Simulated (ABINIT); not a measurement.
Planning a run of ABINIT 10.8.3 on BaMg2Sb2 (P-3m1). The input:

```
acell 3*1.0 Angstrom
rprim 
  4.770000000028 -0.000000000006 0.000000000000
  -2.385000000008 4.130941176079 0.000000000000
  0.000000000000 0.000000000000 8.100000000000
ntypat 3
znucl 56 12 51
natom 5
typat 1 2 2 3 3
xred 
  0.000000000000 0.000000000000 0.000000000000
  0.333333333333 0.666666666667 0.624700000000
  0.666666666667 0.333333333333 0.375300000000
  0.333333333333 0.666666666667 0.268000000000
  0.666666666667 0.333333333333 0.732000000000
pp_dirpath "pseudos"
pseudos "Ba.upf, Mg.upf, Sb.upf"
ecut 38
ngkpt 3 3 1
nshiftk 1
shiftk 0 0 0
kptopt 1
chksymbreak 0
iscf -2
irdden 1
istwfk *1
nband 391
nbdbuf 34
tolwfr 1e-09
nstep 60
prtvol 0
indata_prefix "in"
outdata_prefix "out"
tmpdata_prefix "tmp"
```

```sh
OMP_NUM_THREADS=1 mpirun -n 3 abinit run.abi > log
```

Q: How long will it take on 3 MPI ranks of Intel Xeon 6975P-C (Granite Rapids), shared host, and how much memory?

It took 5 min; on shared hardware allow 2.5 min to 9.9 min. Peak host memory was 0.59 GiB.

[Paths, hosts, dates, memory and timing lines, banners, echoed tables and standing remarks are left out of the program output.]

[Logs are printed without paths, hosts, clocks, repeated set-up lines and the standing remarks that a program may print on its own settings, such as how far it seeks lower states.]

[Runs of the session that timed out or met a known fault of the program may be left out.]

[Hosts, paths, dates, database ids (printed as entryN), source tags and the programs' standing remarks are cut or masked in the printed files.]

[G0W0 gaps are taken among the corrected bands and points alone; a level outside them can change the order at an edge.]

[Where Ansatz stands beside ABINIT at settings called matched, ABINIT's density can come from a denser mesh and the files from another edition; pairs whose starting gaps differed by over 0.03 eV were left out, so agreement reads better than it is.]
